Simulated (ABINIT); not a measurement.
# Quasiparticle gap of CsCaH3 (Pm-3m) in ABINIT, part 2 of 3

How does a plane-wave GW calculation on CsCaH3 (Pm-3m) run from the first input to the gap?

ABINIT 10.8.3; LDA and many-body steps on it, plane waves. Known limits of the many-body steps: not at the basis limit; no spin-orbit coupling; coarse k mesh.

So far. Step 2 (Ground state): The gap is direct, at (0.500, 0.500, 0.000).

## 3. Bands along the symmetry lines

Level of this step: DFT, LDA, plane waves, norm-conserving pseudopotentials (ABINIT).

Levels along a band path, at the cheap level, show where the edges lie and whether the meshes to come will hold them.

run.abi

```
acell 3*1.0 Angstrom
rprim 
  4.621186000000 0.000000000000 0.000000000000
  0.000000000000 4.621186000000 0.000000000000
  0.000000000000 0.000000000000 4.621186000000
ntypat 3
znucl 55 20 1
natom 5
typat 1 2 3 3 3
xred 
  0.000000000000 0.000000000000 0.000000000000
  0.500000000000 0.500000000000 0.500000000000
  0.500000000000 0.000000000000 0.500000000000
  0.000000000000 0.500000000000 0.500000000000
  0.500000000000 0.500000000000 0.000000000000
pp_dirpath "pseudos"
pseudos "Cs.upf, Ca.upf, H.upf"
ecut 31
iscf -2
irdden 1
kptopt 0
nkpt 50
kpt 
  0.00000000 0.00000000 0.00000000
  0.00000000 0.06250000 0.00000000
  0.00000000 0.12500000 0.00000000
  0.00000000 0.18750000 0.00000000
  0.00000000 0.25000000 0.00000000
  0.00000000 0.31250000 0.00000000
  0.00000000 0.37500000 0.00000000
  0.00000000 0.43750000 0.00000000
  0.00000000 0.50000000 0.00000000
  0.06250000 0.50000000 0.00000000
  0.12500000 0.50000000 0.00000000
  0.18750000 0.50000000 0.00000000
  0.25000000 0.50000000 0.00000000
  0.31250000 0.50000000 0.00000000
  0.37500000 0.50000000 0.00000000
  0.43750000 0.50000000 0.00000000
  0.50000000 0.50000000 0.00000000
  0.43750000 0.43750000 0.00000000
  0.37500000 0.37500000 0.00000000
  0.31250000 0.31250000 0.00000000
  0.25000000 0.25000000 0.00000000
  0.18750000 0.18750000 0.00000000
  0.12500000 0.12500000 0.00000000
  0.06250000 0.06250000 0.00000000
  0.00000000 0.00000000 0.00000000
  0.06250000 0.06250000 0.06250000
  0.12500000 0.12500000 0.12500000
  0.18750000 0.18750000 0.18750000
  0.25000000 0.25000000 0.25000000
  0.31250000 0.31250000 0.31250000
  0.37500000 0.37500000 0.37500000
  0.43750000 0.43750000 0.43750000
  0.50000000 0.50000000 0.50000000
  0.43750000 0.50000000 0.43750000
  0.37500000 0.50000000 0.37500000
  0.31250000 0.50000000 0.31250000
  0.25000000 0.50000000 0.25000000
  0.18750000 0.50000000 0.18750000
  0.12500000 0.50000000 0.12500000
  0.06250000 0.50000000 0.06250000
  0.00000000 0.50000000 0.00000000
  0.50000000 0.50000000 0.50000000
  0.50000000 0.50000000 0.43750000
  0.50000000 0.50000000 0.37500000
  0.50000000 0.50000000 0.31250000
  0.50000000 0.50000000 0.25000000
  0.50000000 0.50000000 0.18750000
  0.50000000 0.50000000 0.12500000
  0.50000000 0.50000000 0.06250000
  0.50000000 0.50000000 0.00000000
istwfk *1
nband 18
nbdbuf 2
tolwfr 1e-08
nstep 40
prtwf 0
prtvol 0
indata_prefix "in"
outdata_prefix "out"
tmpdata_prefix "tmp"
```

Command:

```
$ OMP_NUM_THREADS=1 mpirun -n 4 abinit run.abi > log
```

Numbers of over 12 decimals in the logs are rounded to 6 here.

Log:

```text
.Version 10.8.3 of ABINIT. v10.8.2 released Aug 2026.

 Symmetries : space group Pm -3 m (#221); Bravais cP (primitive cubic)
[... echo of the input left out ...]
== DATASET  1 ==================================================================
-   mpi_nproc: 4, omp_nthreads: 1 (-1 if OMP is not activated)

--- !DatasetInfo
iteration_state: {dtset: 1, }
dimensions: {natom: 5, nkpt: 50, mband: 18, nsppol: 1, nspinor: 1, nspden: 1, mpw: 5528, }
cutoff_energies: {ecut:  31.0, pawecutdg:  -1.0, }
electrons: {nelect:   2.20000000E+01, charge:   0.00000000E+00, occopt:   1.00000000E+00, tsmear:   1.00000000E-02, }

 Real(R)+Recip(G) space primitive vectors, cartesian coordinates (Bohr,Bohr^-1):
 R(1)=  8.7327759  0.0000000  0.0000000  G(1)=  0.1145111  0.0000000  0.0000000
 R(2)=  0.0000000  8.7327759  0.0000000  G(2)=  0.0000000  0.1145111  0.0000000
 R(3)=  0.0000000  0.0000000  8.7327759  G(3)=  0.0000000  0.0000000  0.1145111
 Unit cell volume ucvol=  6.6597350E+02 bohr^3
 Angles (23,13,12)=  9.00000000E+01  9.00000000E+01  9.00000000E+01 degrees

 getcut: wavevector=  0.0000  0.0000  0.0000  ngfft=  45  45  45
         ecut(hartree)=     31.000   => boxcut(ratio)=   2.01027

--- Pseudopotential description ------------------------------------------------
- Cs Generated using ONCVPSP code by D. R. Hamann
- 55.00000   9.00000  201201                  znucl, zion, pspdat
12 -1012 3 -1 2328                            pspcod,pspxc,lmax,lloc,mmax
     nproj     2     2     2     2
  pspatm : epsatm=   21.68725381
         --- l  ekb(1:nproj) -->
             0    6.247599    0.778427
             1    6.343167    0.797067
             2    3.778962    0.917083
[...]
pspatm: atomic psp has been read  and splines computed

- Ca Generated using ONCVPSP code by D. R. Hamann
- 20.00000  10.00000  180309                  znucl, zion, pspdat
12 -1012 2 -1 1724                            pspcod,pspxc,lmax,lloc,mmax
     nproj     2     2     2     0
  pspatm : epsatm=   12.51424511
         --- l  ekb(1:nproj) -->
[...]
pspatm: atomic psp has been read  and splines computed

- H Generated using ONCVPSP code by D. R. Hamann
-  1.00000   1.00000  180309                  znucl, zion, pspdat
12 -1012 1 -1 1180                            pspcod,pspxc,lmax,lloc,mmax
     nproj     2     1     0     0
  pspatm : epsatm=    0.35439867
         --- l  ekb(1:nproj) -->
[...]
1   -0.275071
 pspatm: atomic psp has been read  and splines computed

--------------------------------------------------------------------------------

================================================================================
 prteigrs : about to open file out_EIG
 Non-SCF case, kpt    1 (  0.00000  0.00000  0.00000), residuals and eigenvalues=
  7.21E-09  4.20E-09  3.96E-09  5.82E-09  5.35E-09  5.10E-09  5.54E-09  9.06E-09
[...]
Non-SCF case, kpt   49 (  0.50000  0.50000  0.06250), residuals and eigenvalues=
[...]
Non-SCF case, kpt   50 (  0.50000  0.50000  0.00000), residuals and eigenvalues=
[...]
-2.1507E-01 -1.9791E-01 -3.6100E-03  5.1210E-02  5.1210E-02  1.5447E-01
  2.0678E-01  2.0678E-01  2.3605E-01  2.6472E-01  3.2050E-01  3.6196E-01

--- !ResultsGS
iteration_state: {dtset: 1, }
comment   : Summary of ground state results
lattice_vectors:
- [  8.7327759,   0.0000000,   0.0000000, ]
- [  0.0000000,   8.7327759,   0.0000000, ]
- [  0.0000000,   0.0000000,   8.7327759, ]
lattice_lengths: [   8.73278,    8.73278,    8.73278, ]
lattice_angles: [ 90.000,  90.000,  90.000, ] # degrees, (23, 13, 12)
lattice_volume:   6.6597350E+02
convergence: {deltae:  0.000E+00, res2:  0.000E+00, residm:  9.991E-09, diffor:  0.000E+00, }
etotal    :  -6.39152226E+01
entropy   :   0.00000000E+00
fermie    :   5.12095198E-02
cartesian_stress_tensor: null
pressure_GPa: null
xred      :
- [  0.0000E+00,   0.0000E+00,   0.0000E+00, Cs]
- [  5.0000E-01,   5.0000E-01,   5.0000E-01, Ca]
- [  5.0000E-01,   0.0000E+00,   5.0000E-01,  H]
- [  0.0000E+00,   5.0000E-01,   5.0000E-01,  H]
- [  5.0000E-01,   5.0000E-01,   0.0000E+00,  H]
cartesian_forces: null
force_length_stats: {min: null, max: null, mean: null, }

 Integrated electronic density in atomic spheres:
 ------------------------------------------------
 Atom  Sphere_radius  Integrated_density
[...]
================================================================================

 ----iterations are completed or convergence reached----

 Mean square residual over all n,k,spin=   69.116E-10; max=  99.907E-10
 reduced coordinates (array xred) for    5 atoms
[...]
0.000000000000      0.500000000000      0.500000000000
       0.500000000000      0.500000000000      0.000000000000

 cartesian coordinates (angstrom) at end:
    1      0.000000     0.000000     0.000000
    2      2.310593     2.310593     2.310593
    3      2.310593     0.000000     2.310593
    4      0.000000     2.310593     2.310593
    5      2.310593     2.310593     0.000000
 length scales=  1.889726125908  1.889726125908  1.889726125908 bohr
              =  1.000000000000  1.000000000000  1.000000000000 angstroms
 prteigrs : about to open file out_EIG
 Eigenvalues (hartree) for nkpt=  50  k points:
 kpt#   1, nband= 18, wtk=  1.00000, kpt=  0.0000  0.0000  0.0000 (reduced coord)
[...]
kpt#   2, nband= 18, wtk=  1.00000, kpt=  0.0000  0.0625  0.0000 (reduced coord)
[...]
kpt#   3, nband= 18, wtk=  1.00000, kpt=  0.0000  0.1250  0.0000 (reduced coord)
[...]
kpt#  49, nband= 18, wtk=  1.00000, kpt=  0.5000  0.5000  0.0625 (reduced coord)
[...]
0.32145    0.36234
 kpt#  50, nband= 18, wtk=  1.00000, kpt=  0.5000  0.5000  0.0000 (reduced coord)
  -1.36914   -0.68978   -0.68087   -0.68087   -0.67988   -0.21507   -0.21507   -0.19791
  -0.00361    0.05121    0.05121    0.15447    0.20678    0.20678    0.23605    0.26472
   0.32050    0.36196

== END DATASET(S) ==============================================================
================================================================================

 -outvars: echo values of variables after computation  --------
            nband          18
             nkpt          50
          spgroup         221
 [... the other variables as echoed above ...]

 Calculation completed.
```

It took 29 s on 4 MPI ranks of Arm Neoverse V2, shared host; peak memory 0.34 GiB; 2 min of CPU time.

Numbers from this step:

* gap: 2.810 eV
* k of the valence top: 0.5, 0.5, 0
* k of the conduction bottom: 0.5, 0.5, 0
* least direct gap: 2.810 eV

The gap is 2.810 eV, as in the run before at this level.

The electronic bands at the labelled points (eV, zero at the top of the highest filled band):

```csv
point,band 8,band 9,band 10,band 11,band 12,band 13,band 14,band 15
Γ,-6.86,-2.81,-0.67,-0.67,5.36,5.36,5.36,6.32
halfway,-6.84,-2.21,-0.54,-0.54,5.19,5.19,5.40,5.52
X,-6.83,-1.24,-0.88,-0.40,4.71,5.14,5.14,5.40
halfway,-6.80,-1.29,-0.47,-0.32,3.65,4.57,4.63,5.17
M,-6.78,-1.49,0.00,0.00,2.81,4.23,4.23,5.03
halfway,-6.82,-1.78,-0.56,-0.32,4.20,4.73,5.09,5.15
Γ,-6.86,-2.81,-0.67,-0.67,5.36,5.36,5.36,6.32
halfway,-7.03,-1.44,-0.42,-0.42,3.83,4.47,4.47,6.14
R,-7.16,-0.60,-0.60,-0.60,4.46,4.46,4.46,4.77
halfway,-7.00,-1.05,-0.52,-0.36,3.67,4.36,4.42,5.54
X,-6.83,-1.24,-0.88,-0.40,4.71,5.14,5.14,5.40
jump to R,-7.16,-0.60,-0.60,-0.60,4.46,4.46,4.46,4.77
halfway,-6.98,-1.10,-0.32,-0.32,3.59,4.37,4.37,5.12
M,-6.78,-1.49,0.00,0.00,2.81,4.23,4.23,5.03
```

## 4. Empty states on the mesh, 2×2×2 mesh, 82 bands

The sums over transitions need many empty states on a uniform mesh; this step solves for them.

run.abi

```
acell 3*1.0 Angstrom
rprim 
  4.621186000000 0.000000000000 0.000000000000
  0.000000000000 4.621186000000 0.000000000000
  0.000000000000 0.000000000000 4.621186000000
ntypat 3
znucl 55 20 1
natom 5
typat 1 2 3 3 3
xred 
  0.000000000000 0.000000000000 0.000000000000
  0.500000000000 0.500000000000 0.500000000000
  0.500000000000 0.000000000000 0.500000000000
  0.000000000000 0.500000000000 0.500000000000
  0.500000000000 0.500000000000 0.000000000000
pp_dirpath "pseudos"
pseudos "Cs.upf, Ca.upf, H.upf"
ecut 31
ngkpt 2 2 2
nshiftk 1
shiftk 0 0 0
kptopt 1
chksymbreak 0
iscf -2
irdden 1
istwfk *1
nband 82
nbdbuf 6
tolwfr 1e-09
nstep 60
prtvol 0
indata_prefix "in"
outdata_prefix "out"
tmpdata_prefix "tmp"
```

Log:

```text
.Version 10.8.3 of ABINIT. v10.8.2 released Aug 2026.

 Symmetries : space group Pm -3 m (#221); Bravais cP (primitive cubic)
[... echo of the input left out ...]
== DATASET  1 ==================================================================
-   mpi_nproc: 4, omp_nthreads: 1 (-1 if OMP is not activated)

--- !DatasetInfo
iteration_state: {dtset: 1, }
dimensions: {natom: 5, nkpt: 4, mband: 82, nsppol: 1, nspinor: 1, nspden: 1, mpw: 5520, }
cutoff_energies: {ecut:  31.0, pawecutdg:  -1.0, }
electrons: {nelect:   2.20000000E+01, charge:   0.00000000E+00, occopt:   1.00000000E+00, tsmear:   1.00000000E-02, }

 Real(R)+Recip(G) space primitive vectors, cartesian coordinates (Bohr,Bohr^-1):
 R(1)=  8.7327759  0.0000000  0.0000000  G(1)=  0.1145111  0.0000000  0.0000000
 R(2)=  0.0000000  8.7327759  0.0000000  G(2)=  0.0000000  0.1145111  0.0000000
 R(3)=  0.0000000  0.0000000  8.7327759  G(3)=  0.0000000  0.0000000  0.1145111
 Unit cell volume ucvol=  6.6597350E+02 bohr^3
 Angles (23,13,12)=  9.00000000E+01  9.00000000E+01  9.00000000E+01 degrees

 getcut: wavevector=  0.0000  0.0000  0.0000  ngfft=  45  45  45
         ecut(hartree)=     31.000   => boxcut(ratio)=   2.01027

--- Pseudopotential description ------------------------------------------------
- Cs Generated using ONCVPSP code by D. R. Hamann
- 55.00000   9.00000  201201                  znucl, zion, pspdat
12 -1012 3 -1 2328                            pspcod,pspxc,lmax,lloc,mmax
     nproj     2     2     2     2
  pspatm : epsatm=   21.68725381
         --- l  ekb(1:nproj) -->
             0    6.247599    0.778427
             1    6.343167    0.797067
             2    3.778962    0.917083
[...]
pspatm: atomic psp has been read  and splines computed

- Ca Generated using ONCVPSP code by D. R. Hamann
- 20.00000  10.00000  180309                  znucl, zion, pspdat
12 -1012 2 -1 1724                            pspcod,pspxc,lmax,lloc,mmax
     nproj     2     2     2     0
  pspatm : epsatm=   12.51424511
         --- l  ekb(1:nproj) -->
[...]
pspatm: atomic psp has been read  and splines computed

- H Generated using ONCVPSP code by D. R. Hamann
-  1.00000   1.00000  180309                  znucl, zion, pspdat
12 -1012 1 -1 1180                            pspcod,pspxc,lmax,lloc,mmax
     nproj     2     1     0     0
  pspatm : epsatm=    0.35439867
         --- l  ekb(1:nproj) -->
[...]
1   -0.275071
 pspatm: atomic psp has been read  and splines computed

--------------------------------------------------------------------------------

================================================================================
 prteigrs : about to open file out_EIG
 Non-SCF case, kpt    1 (  0.00000  0.00000  0.00000), residuals and eigenvalues=
  2.29E-10  4.83E-10  1.85E-10  7.00E-10  8.34E-10  3.31E-10  5.26E-10  5.93E-10
  3.24E-10  1.59E-10  2.32E-10  2.19E-10  4.02E-10  7.12E-10  3.16E-10  7.02E-10
  2.40E-10  5.38E-10  7.69E-10  2.89E-10  3.97E-10  5.67E-10  2.91E-10  1.52E-10
[...]
2.37E-06  1.78E-05
 -1.3692E+00 -6.9136E-01 -6.7998E-01 -6.7998E-01 -6.7998E-01 -2.0090E-01
 -2.0090E-01 -2.0090E-01 -5.1918E-02  2.6672E-02  2.6672E-02  2.4832E-01
  2.4832E-01  2.4832E-01  2.8335E-01  2.8335E-01  3.1159E-01  3.1159E-01
[...]
1.2042E+00  1.2042E+00  1.2221E+00  1.2268E+00  1.2268E+00  1.2268E+00
  1.2663E+00  1.3709E+00  1.4240E+00  1.4240E+00  1.4240E+00  1.4273E+00
  1.4273E+00  1.4273E+00  1.4336E+00  1.4368E+00
 prteigrs : prtvol=0 or 1, do not print more k-points.

--- !ResultsGS
iteration_state: {dtset: 1, }
comment   : Summary of ground state results
lattice_vectors:
- [  8.7327759,   0.0000000,   0.0000000, ]
- [  0.0000000,   8.7327759,   0.0000000, ]
- [  0.0000000,   0.0000000,   8.7327759, ]
lattice_lengths: [   8.73278,    8.73278,    8.73278, ]
lattice_angles: [ 90.000,  90.000,  90.000, ] # degrees, (23, 13, 12)
lattice_volume:   6.6597350E+02
convergence: {deltae:  0.000E+00, res2:  0.000E+00, residm:  9.959E-10, diffor:  0.000E+00, }
etotal    :  -6.39152226E+01
entropy   :   0.00000000E+00
fermie    :   5.12095198E-02
cartesian_stress_tensor: null
pressure_GPa: null
xred      :
- [  0.0000E+00,   0.0000E+00,   0.0000E+00, Cs]
- [  5.0000E-01,   5.0000E-01,   5.0000E-01, Ca]
- [  5.0000E-01,   0.0000E+00,   5.0000E-01,  H]
- [  0.0000E+00,   5.0000E-01,   5.0000E-01,  H]
- [  5.0000E-01,   5.0000E-01,   0.0000E+00,  H]
cartesian_forces: null
force_length_stats: {min: null, max: null, mean: null, }

 Integrated electronic density in atomic spheres:
 ------------------------------------------------
 Atom  Sphere_radius  Integrated_density
[...]
================================================================================

 ----iterations are completed or convergence reached----

 Mean square residual over all n,k,spin=   47.830E-11; max=  99.590E-11
 reduced coordinates (array xred) for    5 atoms
[...]
0.000000000000      0.500000000000      0.500000000000
       0.500000000000      0.500000000000      0.000000000000

 cartesian coordinates (angstrom) at end:
    1      0.000000     0.000000     0.000000
    2      2.310593     2.310593     2.310593
    3      2.310593     0.000000     2.310593
    4      0.000000     2.310593     2.310593
    5      2.310593     2.310593     0.000000
 length scales=  1.889726125908  1.889726125908  1.889726125908 bohr
              =  1.000000000000  1.000000000000  1.000000000000 angstroms
 prteigrs : about to open file out_EIG
 Eigenvalues (hartree) for nkpt=   4  k points:
 kpt#   1, nband= 82, wtk=  0.12500, kpt=  0.0000  0.0000  0.0000 (reduced coord)
[...]
1.19941    1.19941    1.20418    1.20418    1.22215    1.22684    1.22684    1.22684
   1.26627    1.37085    1.42396    1.42396    1.42396    1.42733    1.42733    1.42734
   1.43358    1.43676
 prteigrs : prtvol=0 or 1, do not print more k-points.

== END DATASET(S) ==============================================================
================================================================================

 -outvars: echo values of variables after computation  --------
            nband          82
             nkpt           4
          spgroup         221
 [... the other variables as echoed above ...]

 Calculation completed.
```

Run time: 22 s. Hardware: 4 MPI ranks; peak memory 0.31 GiB.

This step gave:

```
gap                                                           : 2.810 eV
k of the valence top                                          : 0.5, 0.5, 0
k of the conduction bottom                                    : 0.5, 0.5, 0
least direct gap                                              : 2.810 eV
k points computed                                             : 4
lowest point of the top converged band, above the valence top : 36.12 eV
```

On this mesh the gap is 2.810 eV.

## 5. Screening, 2×2×2 mesh, 76 bands, screening to 106.1 eV

The RPA dielectric matrix is built and inverted for each q.

This step: RPA screening on LDA, plane waves, norm-conserving pseudopotentials.

run.abi, as its differences from that of step 4:

```diff
@@ -23,10 +23,11 @@
 chksymbreak 0
-iscf -2
-irdden 1
 istwfk *1
-nband 82
-nbdbuf 6
-tolwfr 1e-09
-nstep 60
-prtvol 0
+occopt 1
+irdwfk 1
+optdriver 3
+nband 76
+ecuteps 3.9
+inclvkb 2
+awtr 1
+symchi 1
 indata_prefix "in"
```

Log:

```text
.Version 10.8.3 of ABINIT. v10.8.2 released Aug 2026.

 Symmetries : space group Pm -3 m (#221); Bravais cP (primitive cubic)
[... echo of the input left out ...]
== DATASET  1 ==================================================================
-   mpi_nproc: 4, omp_nthreads: 1 (-1 if OMP is not activated)

--- !DatasetInfo
iteration_state: {dtset: 1, }
dimensions: {natom: 5, nkpt: 4, mband: 76, nsppol: 1, nspinor: 1, nspden: 1, mpw: 5520, }
cutoff_energies: {ecut:  31.0, pawecutdg:  -1.0, }
electrons: {nelect:   2.20000000E+01, charge:   0.00000000E+00, occopt:   1.00000000E+00, tsmear:   1.00000000E-02, }

 SCREENING: Calculation of the susceptibility and dielectric matrices

 Based on a program developped by R.W. Godby, V. Olevano, G. Onida, and L. Reining.
 Incorporated in ABINIT by V. Olevano, G.-M. Rignanese, and M. Torrent.
.Using double precision arithmetic ; gwpc =  8

[... cell and pseudopotentials left out ...]
--------------------------------------------------------------------------------

 ==== K-mesh for the wavefunctions ====
 Number of points in the irreducible wedge :     4
[... list of points left out ...]
 Together with 48 symmetry operations and time-reversal symmetry
 yields     8 points in the full Brillouin Zone.

 ==== Q-mesh for the screening function ====
 Number of points in the irreducible wedge :     4
[... list of points left out ...]
 Together with 48 symmetry operations and time-reversal symmetry
 yields     8 points in the full Brillouin Zone.

 setmesh: FFT mesh size selected  =    30x   30x   30
          total number of points  =        27000

 vcoul_init : cutoff-mode = AUXILIARY_FUNCTION
 q-points for optical limit:   1
     1)      0.000010    0.000020    0.000030

- screening: taking advantage of time-reversal symmetry
- Maximum band index for partially occupied states nbvw = 11
- Remaining bands to be divided among processors   nbcw = 65
- Number of bands treated by each node ~16

 Number of electrons calculated from density =   22.0000; Expected =   22.0000
 average of density, n =  0.033034
 r_s =    1.9334
 omega_plasma =   17.5323 [eV]

 calculating chi0 at frequencies [eV] :
  1    0.000000E+00    0.000000E+00
  2    0.000000E+00    1.753228E+01

--------------------------------------------------------------------------------
  q-point number  1        q = ( 0.000000, 0.000000, 0.000000) [r.l.u.]
--------------------------------------------------------------------------------
[... chi0 elements left out ...]
 For q-point:  0.000010 0.000020 0.000030
  dielectric constant =   4.3352
  dielectric constant without local fields =   4.8922

  Average fulfillment of the sum rule on Im[epsilon] for q-point    1 :     65.36  [%]
[... wings left out ...]
  q-point number  2        q = ( 0.500000, 0.000000, 0.000000) [r.l.u.]
--------------------------------------------------------------------------------
[... chi0 elements left out ...]
  Average fulfillment of the sum rule on Im[epsilon] for q-point    2 :     74.74  [%]

 [... 2 further q-points ...]
```

Wall time 6 s (4 MPI ranks); peak memory 0.61 GiB.

Numbers from this step:

* ε∞ with local fields, on this mesh, along the program's q direction: 4.335
* the same without local fields: 4.892
* plasma frequency: 17.53 eV
* plane waves in the screening matrix: 251

Local fields lower ε∞ by 11 %. On a Γ-centred mesh this coarse the value itself is usually too large, while a short band sum pulls it down.

(Continued in part 3 of 3.)

[Paths, hosts, dates, memory and timing lines, banners, echoed tables and standing remarks are left out of the program output.]

[Logs are printed without paths, hosts, clocks, repeated set-up lines and the standing remarks that a program may print on its own settings, such as how far it seeks lower states.]

[Runs of the session that timed out or met a known fault of the program may be left out.]

[Hosts, paths, dates, database ids (printed as entryN), source tags and the programs' standing remarks are cut or masked in the printed files.]

[G0W0 gaps are taken among the corrected bands and points alone; a level outside them can change the order at an edge.]

[Where Ansatz stands beside ABINIT at settings called matched, ABINIT's density can come from a denser mesh and the files from another edition; pairs whose starting gaps differed by over 0.03 eV were left out, so agreement reads better than it is.]
